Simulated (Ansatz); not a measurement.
## Mo2NO2 monolayer: from the cell to its phonons

How does Mo2NO2 monolayer vibrate, and is this structure a minimum?

Method: DFT PBEsol, scalar-relativistic, plane waves, PAW, in Ansatz 0.2.0.

This is a report of a sequence of runs, with most program output left out.

### Step 1. Starting point

The cell holds 5 atoms: 1 N, 2 Mo and 2 O. Cell: a = 2.950 Å, b = 2.950 Å, c = 20.000 Å, α = 90.0°, β = 90.0°, γ = 120.0°. Vacuum lies along c.

Coordinates:

```cif
data_structure
_symmetry_space_group_name_H-M 'P 1'
_symmetry_Int_Tables_number 1
_cell_length_a 2.9500
_cell_length_b 2.9500
_cell_length_c 20.0000
_cell_angle_alpha 90.000
_cell_angle_beta 90.000
_cell_angle_gamma 120.000
_cell_volume 150.73
loop_
_atom_site_label
_atom_site_type_symbol
_atom_site_fract_x
_atom_site_fract_y
_atom_site_fract_z
_atom_site_occupancy
N1 N 0.00000 0.00000 0.50000 1
Mo2 Mo 0.33333 0.66667 0.56000 1
Mo3 Mo 0.66667 0.33333 0.44000 1
O4 O 0.66667 0.33333 0.61000 1
O5 O 0.33333 0.66667 0.39000 1
```

### Step 2. Rough relaxation

The start is far from rest, so a relaxation with loose tolerances brings it close first.

The program solves this slab on a cell height of its own, 32.6 Å, in place of the one typed.

input.yaml reads:

```yaml
crystal:
  lattice:
    - [2.95, 0.0, 0.0]
    - [-1.475, 2.55477, 0.0]
    - [0.0, 0.0, 20.0]
  atoms:
    - { symbol: "N", position: [0.0, 0.0, 0.5] }
    - { symbol: Mo, position: [0.333333, 0.666667, 0.56] }
    - { symbol: Mo, position: [0.666667, 0.333333, 0.44] }
    - { symbol: O, position: [0.666667, 0.333333, 0.61] }
    - { symbol: O, position: [0.333333, 0.666667, 0.39] }
  periodic: [true, true, false]
kpoints:
  mp_grid: { grid: [9, 9, 1] }
hamiltonian:
  xc: pbesol
scf:
  occupations: { method: gaussian, width: 0.1 }
output:
  forces: true
  stress: true
  eigenvalues: true
relax:
  adjacent_minimum: "off"
  f_tol: 0.05
  max_steps: 80
  cell: { stress_2d_tol: 0.02 }
```

Command:

```sh
ansatz run input.yaml --threads 8 --pin off --max-ram 14336MiB --backend cpu --events-out ev --progress --plain --runs-dir out
```

Run time: 12 s. Hardware: 8 threads of Arm Neoverse V2, shared host; peak memory 0.79 GiB.

This run has no spin polarisation although its electron count is odd.

Relaxation path:

| step | energy less that of the first step (eV) | largest force component (eV/Å) | volume (Å³) |
| --- | --- | --- | --- |
| 1 | 0.0000 | 2.3679 | 245.69 |
| 2 | -0.3850 | 1.0657 | 257.30 |
| 3 | -0.6959 | 1.3400 | 272.29 |
| 4 | -0.6763 | 0.9709 | 285.26 |
| 5 | -0.7921 | 0.2526 | 275.12 |
| 6 | -0.7955 | 0.0362 | 274.42 |
| 7* | -0.8439 | 0.0343 | 274.42 |
| 8 | -0.8444 | 0.0058 | 275.78 |
| 9 | -0.8443 | 0.0008 | 275.85 |
| 10* | -0.8455 | 0.0007 | 275.85 |

Relaxation steps marked * repeat the geometry before them on a plane-wave basis chosen anew for their cell, so energy and pressure can jump there. Relaxation step 4 was tried and not accepted.

The run keeps the 12 symmetry operations that it works with, so distortions that break them were not tested.

```csv
cell as run,before,after,change
a (Å),2.950,3.126,+6.0 %
b (Å),2.950,3.126,+6.0 %
```

The atoms that moved most (Å, along periodic axes as changes of fractional coordinates times the final cell, across vacuum about the mean position):

```csv
atom,dx,dy,dz,length
Mo3,0.000,0.000,0.163,0.163
Mo2,0.000,0.000,-0.163,0.163
O4,0.000,0.000,-0.135,0.135
O5,0.000,0.000,0.135,0.135
```

The relaxed structure:

```cif
data_structure
_symmetry_space_group_name_H-M 'P 1'
_symmetry_Int_Tables_number 1
_cell_length_a 3.1258
_cell_length_b 3.1258
_cell_length_c 32.6000
_cell_angle_alpha 90.000
_cell_angle_beta 90.000
_cell_angle_gamma 120.000
_cell_volume 275.85
loop_
_atom_site_label
_atom_site_type_symbol
_atom_site_fract_x
_atom_site_fract_y
_atom_site_fract_z
_atom_site_occupancy
N1 N 0.00000 0.00000 0.30675 1
Mo2 Mo 0.33333 0.66667 0.33856 1
Mo3 Mo 0.66667 0.33333 0.27493 1
O4 O 0.66667 0.33333 0.37009 1
O5 O 0.33333 0.66667 0.24341 1
```

This step gave:

```yaml
gap_on_the_k_mesh: 0 eV
area_per_atom: 1.692 Å²
```

The relaxation ends with a largest force component of 7.3e-4 eV/Å.

### Step 3. Bringing the structure to rest

The cell and atoms are relaxed, since residual forces and stress would shift the frequencies.

input.yaml reads:

```yaml
crystal:
  lattice:
    - [3.1257984499, 0.0, 0.0]
    - [-1.562899225, 2.7070208647, 0.0]
    - [0.0, 0.0, 32.6]
  atoms:
    - { symbol: "N", position: [0.0, 0.0, 0.3067484663] }
    - { symbol: Mo, position: [0.3333333333, 0.6666666667, 0.3385629409] }
    - { symbol: Mo, position: [0.6666666667, 0.3333333333, 0.2749339916] }
    - { symbol: O, position: [0.6666666667, 0.3333333333, 0.3700904651] }
    - { symbol: O, position: [0.3333333333, 0.6666666667, 0.2434064674] }
  periodic: [true, true, false]
kpoints:
  mp_grid: { grid: [15, 15, 1] }
hamiltonian:
  xc: pbesol
scf:
  occupations: { method: gaussian, width: 0.1 }
output:
  forces: true
  stress: true
  eigenvalues: true
relax:
  adjacent_minimum: "off"
  f_tol: 0.005
  max_steps: 80
  cell: { stress_2d_tol: 0.02 }
```

Wall time 9.3 s (8 threads); peak memory 0.9 GiB.

Little changed from the start: no atom moved by 0.005 Å and no cell edge by 0.1 %.

This step gave:

```yaml
area_per_atom: 1.694 Å²
```

### Step 4. Relaxing to small forces for the phonons

Phonons need a cell at rest on their own settings, so the relaxation is repeated with tight tolerances on forces and stress, using the mesh and the filling of the phonon run that follows.

input.yaml reads:

```yaml
crystal:
  lattice:
    - [3.1270044533, 0.0, 0.0]
    - [-1.5635022267, 2.7080652943, 0.0]
    - [0.0, 0.0, 32.6]
  atoms:
    - { symbol: "N", position: [0.0, 0.0, 0.3067484663] }
    - { symbol: Mo, position: [0.3333333333, 0.6666666667, 0.3385327914] }
    - { symbol: Mo, position: [0.6666666667, 0.3333333333, 0.2749641411] }
    - { symbol: O, position: [0.6666666667, 0.3333333333, 0.3700494364] }
    - { symbol: O, position: [0.3333333333, 0.6666666667, 0.2434474961] }
  periodic: [true, true, false]
kpoints:
  mp_grid: { grid: [18, 18, 1] }
hamiltonian:
  xc: pbesol
scf:
  occupations: { method: methfessel_paxton, width: 0.15 }
output:
  forces: true
  stress: true
  eigenvalues: true
  write_density: true
  write_potential: true
  elf: true
  volumetric_format: npy
relax:
  adjacent_minimum: "off"
  f_tol: 0.001
  max_steps: 60
  cell: { stress_2d_tol: 0.002 }
```

Run time: 23 s. Hardware: 8 threads; peak memory 0.93 GiB.

Little changed from the start: no atom moved by 0.005 Å and no cell edge by 0.1 %.

Electrostatic potential energy in the ac plane at fractional y = 0.333, with atoms of Mo and O within 0.2 Å of it. With pseudopotentials it is smooth inside the atoms' cores, unlike the true potential.

Ten even steps from '0' (-36 eV) to '9' (0 eV), each cell a mean:
```
9999999999999999
9999999999999999
9999999999999999
9999999999999999
9999999999999999
9999999999999999
9999999999999999
9999999999999999
9999999999999999
9999999999999999
9999999999999999
9999999999999999
9999999999999999
9999999999999999
9999999876555689
6544456644333467
6666666554444556
6788764100000002
9999999888888889
9999999999999999
9999999999999999
9999999999999999
9999999999999999
9999999999999999
```
Columns run along a (3.1 Å; values clipped at the 3rd and 97th percentile), rows up along c (32.6 Å). Atoms in or near the plane, at fractional coordinates: Mo at (0.67, 0.27), O at (0.67, 0.37).

ELF in the ac plane at fractional y = 0.333, with atoms of Mo and O within 0.2 Å of it. It is the smooth field of the valence electrons, not physical close to the nuclei.

Values, 24 rows by 16 columns, each cell a mean:
```
0.00 0.00 0.00 0.00 0.00 0.00 0.00 0.00 0.00 0.00 0.00 0.00 0.00 0.00 0.00 0.00
0.00 0.00 0.00 0.00 0.00 0.00 0.00 0.00 0.00 0.00 0.00 0.00 0.00 0.00 0.00 0.00
0.00 0.00 0.00 0.00 0.00 0.00 0.00 0.00 0.00 0.00 0.00 0.00 0.00 0.00 0.00 0.00
0.00 0.00 0.00 0.00 0.00 0.00 0.00 0.00 0.00 0.00 0.00 0.00 0.00 0.00 0.00 0.00
0.00 0.00 0.00 0.00 0.00 0.00 0.00 0.00 0.00 0.00 0.00 0.00 0.00 0.00 0.00 0.00
0.00 0.00 0.00 0.00 0.00 0.00 0.00 0.00 0.00 0.00 0.00 0.00 0.00 0.00 0.00 0.00
0.00 0.00 0.00 0.00 0.00 0.00 0.00 0.00 0.00 0.00 0.00 0.00 0.00 0.00 0.00 0.00
0.00 0.00 0.00 0.00 0.00 0.00 0.00 0.00 0.00 0.00 0.00 0.00 0.00 0.00 0.00 0.00
0.00 0.00 0.00 0.00 0.00 0.00 0.00 0.00 0.00 0.00 0.00 0.00 0.00 0.00 0.00 0.00
0.00 0.00 0.00 0.00 0.00 0.00 0.00 0.00 0.00 0.00 0.00 0.00 0.00 0.00 0.00 0.00
0.00 0.00 0.00 0.00 0.00 0.00 0.00 0.00 0.00 0.00 0.00 0.00 0.00 0.00 0.00 0.00
0.00 0.00 0.00 0.00 0.00 0.00 0.00 0.00 0.00 0.00 0.00 0.00 0.00 0.00 0.00 0.00
0.00 0.00 0.00 0.00 0.00 0.00 0.00 0.00 0.00 0.00 0.00 0.00 0.00 0.00 0.00 0.00
0.01 0.00 0.00 0.00 0.00 0.01 0.02 0.04 0.06 0.08 0.09 0.09 0.08 0.06 0.04 0.02
0.26 0.09 0.03 0.03 0.06 0.19 0.40 0.58 0.67 0.71 0.70 0.69 0.71 0.69 0.62 0.47
0.21 0.20 0.25 0.26 0.23 0.21 0.29 0.43 0.53 0.55 0.50 0.49 0.54 0.55 0.47 0.33
0.29 0.35 0.38 0.38 0.35 0.30 0.25 0.24 0.28 0.33 0.36 0.36 0.33 0.29 0.25 0.25
0.19 0.23 0.29 0.29 0.25 0.20 0.25 0.46 0.62 0.66 0.59 0.58 0.65 0.65 0.52 0.30
0.29 0.41 0.46 0.47 0.43 0.34 0.22 0.13 0.09 0.09 0.10 0.11 0.09 0.08 0.09 0.17
0.02 0.03 0.03 0.03 0.03 0.02 0.01 0.01 0.00 0.00 0.00 0.00 0.00 0.00 0.00 0.01
0.00 0.00 0.00 0.00 0.00 0.00 0.00 0.00 0.00 0.00 0.00 0.00 0.00 0.00 0.00 0.00
0.00 0.00 0.00 0.00 0.00 0.00 0.00 0.00 0.00 0.00 0.00 0.00 0.00 0.00 0.00 0.00
0.00 0.00 0.00 0.00 0.00 0.00 0.00 0.00 0.00 0.00 0.00 0.00 0.00 0.00 0.00 0.00
0.00 0.00 0.00 0.00 0.00 0.00 0.00 0.00 0.00 0.00 0.00 0.00 0.00 0.00 0.00 0.00
```
Columns run along a (3.1 Å), rows up along c (32.6 Å). Atoms in or near the plane, at fractional coordinates: Mo at (0.67, 0.27), O at (0.67, 0.37).

Valence density in the ac plane at fractional y = 0.333, with atoms of Mo and O within 0.2 Å of it. It is the smooth field of the valence electrons, not physical close to the nuclei.

Values in e/Å³, 24 rows by 16 columns, each cell a mean:
```
0.0 0.0 0.0 0.0 0.0 0.0 0.0 0.0 0.0 0.0 0.0 0.0 0.0 0.0 0.0 0.0
0.0 0.0 0.0 0.0 0.0 0.0 0.0 0.0 0.0 0.0 0.0 0.0 0.0 0.0 0.0 0.0
0.0 0.0 0.0 0.0 0.0 0.0 0.0 0.0 0.0 0.0 0.0 0.0 0.0 0.0 0.0 0.0
0.0 0.0 0.0 0.0 0.0 0.0 0.0 0.0 0.0 0.0 0.0 0.0 0.0 0.0 0.0 0.0
0.0 0.0 0.0 0.0 0.0 0.0 0.0 0.0 0.0 0.0 0.0 0.0 0.0 0.0 0.0 0.0
0.0 0.0 0.0 0.0 0.0 0.0 0.0 0.0 0.0 0.0 0.0 0.0 0.0 0.0 0.0 0.0
0.0 0.0 0.0 0.0 0.0 0.0 0.0 0.0 0.0 0.0 0.0 0.0 0.0 0.0 0.0 0.0
0.0 0.0 0.0 0.0 0.0 0.0 0.0 0.0 0.0 0.0 0.0 0.0 0.0 0.0 0.0 0.0
0.0 0.0 0.0 0.0 0.0 0.0 0.0 0.0 0.0 0.0 0.0 0.0 0.0 0.0 0.0 0.0
0.0 0.0 0.0 0.0 0.0 0.0 0.0 0.0 0.0 0.0 0.0 0.0 0.0 0.0 0.0 0.0
0.0 0.0 0.0 0.0 0.0 0.0 0.0 0.0 0.0 0.0 0.0 0.0 0.0 0.0 0.0 0.0
0.0 0.0 0.0 0.0 0.0 0.0 0.0 0.0 0.0 0.0 0.0 0.0 0.0 0.0 0.0 0.0
0.0 0.0 0.0 0.0 0.0 0.0 0.0 0.0 0.0 0.0 0.0 0.0 0.0 0.0 0.0 0.0
0.0 0.0 0.0 0.0 0.0 0.0 0.0 0.0 0.0 0.0 0.0 0.0 0.0 0.0 0.0 0.0
0.1 0.1 0.0 0.0 0.1 0.1 0.2 0.4 0.8 1.5 2.1 2.2 1.7 1.0 0.5 0.2
0.4 0.5 0.6 0.6 0.6 0.5 0.5 0.7 1.2 2.1 2.8 2.9 2.4 1.5 0.8 0.5
0.5 0.6 0.6 0.7 0.6 0.5 0.5 0.5 0.7 1.0 1.2 1.3 1.1 0.8 0.6 0.5
0.5 0.4 0.3 0.3 0.3 0.4 0.7 1.6 3.1 4.5 5.1 5.2 4.8 3.6 2.0 0.9
0.1 0.2 0.2 0.2 0.2 0.2 0.1 0.1 0.1 0.1 0.1 0.1 0.1 0.1 0.1 0.1
0.0 0.0 0.0 0.0 0.0 0.0 0.0 0.0 0.0 0.0 0.0 0.0 0.0 0.0 0.0 0.0
0.0 0.0 0.0 0.0 0.0 0.0 0.0 0.0 0.0 0.0 0.0 0.0 0.0 0.0 0.0 0.0
0.0 0.0 0.0 0.0 0.0 0.0 0.0 0.0 0.0 0.0 0.0 0.0 0.0 0.0 0.0 0.0
0.0 0.0 0.0 0.0 0.0 0.0 0.0 0.0 0.0 0.0 0.0 0.0 0.0 0.0 0.0 0.0
0.0 0.0 0.0 0.0 0.0 0.0 0.0 0.0 0.0 0.0 0.0 0.0 0.0 0.0 0.0 0.0
```
Columns run along a (3.1 Å), rows up along c (32.6 Å). Atoms in or near the plane, at fractional coordinates: Mo at (0.67, 0.27), O at (0.67, 0.37).

The largest force component left is 0.0075 meV/Å, within the tolerances set.

### Step 5. Modes at Γ

The zone centre comes first: it holds the modes that light can see, as far as symmetry allows. No field response is asked, since the mesh shows no gap.

input.yaml reads:

```yaml
crystal:
  lattice:
    - [3.1277744238, 0.0, 0.0]
    - [-1.5638872119, 2.7087321083, 0.0]
    - [0.0, 0.0, 32.6]
  atoms:
    - { symbol: "N", position: [0.0, 0.0, 0.3067484663] }
    - { symbol: Mo, position: [0.3333333333, 0.6666666667, 0.3385189321] }
    - { symbol: Mo, position: [0.6666666667, 0.3333333333, 0.2749780005] }
    - { symbol: O, position: [0.6666666667, 0.3333333333, 0.3700080734] }
    - { symbol: O, position: [0.3333333333, 0.6666666667, 0.2434888592] }
  periodic: [true, true, false]
kpoints:
  mp_grid: { grid: [18, 18, 1] }
hamiltonian:
  xc: pbesol
scf:
  occupations: { method: methfessel_paxton, width: 0.15 }
output:
  eigenvalues: true
phonons:
  method: dfpt
```

Run time: 2.4 min. Hardware: 8 threads; peak memory 2.4 GiB; 17 min of CPU time.

This run has no spin polarisation, although Mo can carry a moment.

Numbers from this step:

```yaml
sum_rule_residual_before_enforcement: 5.28e-5 eV/Å²
point_group: -3m
highest_optical_mode_at_the_zone_centre_no_lo_to_term: 685.2 cm⁻¹
lowest_optical_zone_centre_mode: 148.4 cm⁻¹
```

Patterns of degenerate modes are one choice out of their space. Modes at Γ, with each element's share of the kinetic energy:

```
mode  frequency (cm⁻¹)  symmetry  N %  Mo %  O %
   1               0.0  acoustic    6    81   13
   2               0.0  acoustic    6    81   13
   3               0.0  acoustic    6    81   13
   4             148.4        Eg    0    93    7
   5             148.4        Eg    0    93    7
   6             285.8       A1g    0    83   17
   7             361.0        Eu    1    16   84
   8             361.0        Eu    1    16   84
   9             393.4        Eg    0     7   93
  10             393.4        Eg    0     7   93
  11             479.8       A2u   67    15   17
  12             537.3       A2u   27     4   69
  13             542.6       A1g    0    17   83
  14             685.2        Eu   94     4    3
  15             685.2        Eu   94     4    3
```

Displacements in mode 4 (148.4 cm⁻¹), the largest set to 1:
```
N1   0.00  0.00  0.00
Mo2  1.00 -0.13  0.00
Mo3 -1.00  0.13  0.00
O4   0.68 -0.09  0.00
O5  -0.68  0.09  0.00
```

Displacements in mode 11 (479.8 cm⁻¹), the largest set to 1:
```
N1   0.00  0.00  1.00
Mo2  0.00  0.00 -0.13
Mo3  0.00  0.00 -0.13
O4   0.00  0.00  0.34
O5   0.00  0.00  0.34
```

Before it was imposed, the acoustic sum rule was missed by 5.3e-5 eV/Å². Small misses are needed for a sound result but don't prove that mesh and cutoff are converged. The lowest optical mode is real, 148 cm⁻¹.

### Step 6. Response at finite wavevector

Stability and thermal properties need the whole zone. Linear response on a 4×4×1 q mesh gives force constants as far as a supercell of that size would.

input.yaml, as its differences from that of step 5:

```diff
@@ -13,3 +13,3 @@
 kpoints:
-  mp_grid: { grid: [18, 18, 1] }
+  mp_grid: { grid: [20, 20, 1] }
 hamiltonian:
@@ -22 +22,10 @@
   method: dfpt
+  qmesh: [4, 4, 1]
+  temperatures: { t_max: 1000, t_step: 50 }
+  qpath:
+    path:
+      - [0.0, 0.0, 0.0]
+      - [0.5, 0.0, 0.0]
+      - [0.33333333, 0.33333333, 0.0]
+      - [0.0, 0.0, 0.0]
+    npoints: 10
```

Wall time 18 min (8 threads); peak memory 5.8 GiB.

This step gave:

| Property | Result |
| --- | --- |
| sum-rule residual before enforcement | 5.97e-5 eV/Å² |
| lowest frequency on the path | -172.5 cm⁻¹ |
| highest frequency on the path or at a solved wavevector | 720.5 cm⁻¹ |
| lowest optical zone-centre mode | 155.7 cm⁻¹ |
| lowest mode on the q mesh (acoustic modes at Γ apart) | -165.7 cm⁻¹ |

Frequencies (cm⁻¹) solved at each irreducible wavevector; negative means imaginary. Frequencies by wavevector, by row:

```
q in reciprocal lattice units  star  mode 1  mode 2  mode 3  mode 4  mode 13  mode 14  mode 15
                        0 0 0     1       0       0       0   155.7    543.1    685.2    685.2
                     0 0.25 0     6  -165.7     -85    81.8   163.3    527.5    690.4    698.4
                     0 -0.5 0     3  -131.4   -52.8   153.6     175    508.6      653    697.5
                  0.25 0.25 0     6  -136.8    86.4     152     164    522.7    687.7    717.2
```

Interpolated from a 4×4×1 q mesh. Phonon branches along the path, in cm⁻¹:

```csv
point,branch 1,branch 2,branch 3,branch 4,branch 12,branch 13,branch 14,branch 15
Γ,0,0,0,156,537,543,685,685
halfway,-166,-85,82,163,502,528,690,698
M,-131,-53,154,175,493,509,653,698
halfway,-103,25,159,175,483,517,678,714
K,42,104,104,178,477,521,715,715
halfway,-172,72,90,123,491,527,693,700
Γ,0,0,0,156,537,543,685,685
```

The phonon density of states has structure finer than the step of the table below, so its rows give means over 25 cm⁻¹, whole bins alone (the curve runs from -175 to 725 cm⁻¹). Peaks (cm⁻¹: height): -125.0: 0.0203, 155.0: 0.0463, 185.0: 0.0650, 395.0: 0.0844, 475.0: 0.0686, 525.0: 0.0675, 695.0: 0.0731.

Tetrahedra on a 24×24×1 mesh, mean over bins of 10 cm-1. Interpolated from a 4×4×1 q mesh. Table of phonon density of states by wavenumber; means over each step:

```
wavenumber (cm⁻¹)  phonon density of states (1/cm⁻¹/cell)
             -150                                  0.0123
             -125                                  0.0132
             -100                                 0.00817
              -75                                  0.0124
              -50                                 0.00708
              -25                                 0.00339
                0                                 0.00257
               25                                 0.00441
               50                                 0.00784
               75                                 0.00999
              100                                 0.00642
              125                                  0.0113
              150                                  0.0321
              175                                  0.0498
              200                                  0.0117
              225                                 0.00477
              250                                  0.0138
              275                                  0.0104
              300                                 0.00892
              325                                 0.00391
              350                                  0.0234
              375                                  0.0475
              400                                  0.0609
              425                                  0.0264
              450                                  9.0e-6
              475                                  0.0438
              500                                  0.0357
              525                                  0.0383
              550                                 0.00212
              575                                       0
              600                                       0
              625                                       0
              650                                 0.00327
              675                                  0.0232
              700                                  0.0452
```

(Continued in part 2 of 2.)

[Logs are printed without paths, hosts, clocks, repeated set-up lines and the standing remarks that a program may print on its own settings, such as how far it seeks lower states.]

[Hosts, paths, dates, database ids (printed as entryN), source tags and the programs' standing remarks are cut or masked in the printed files.]
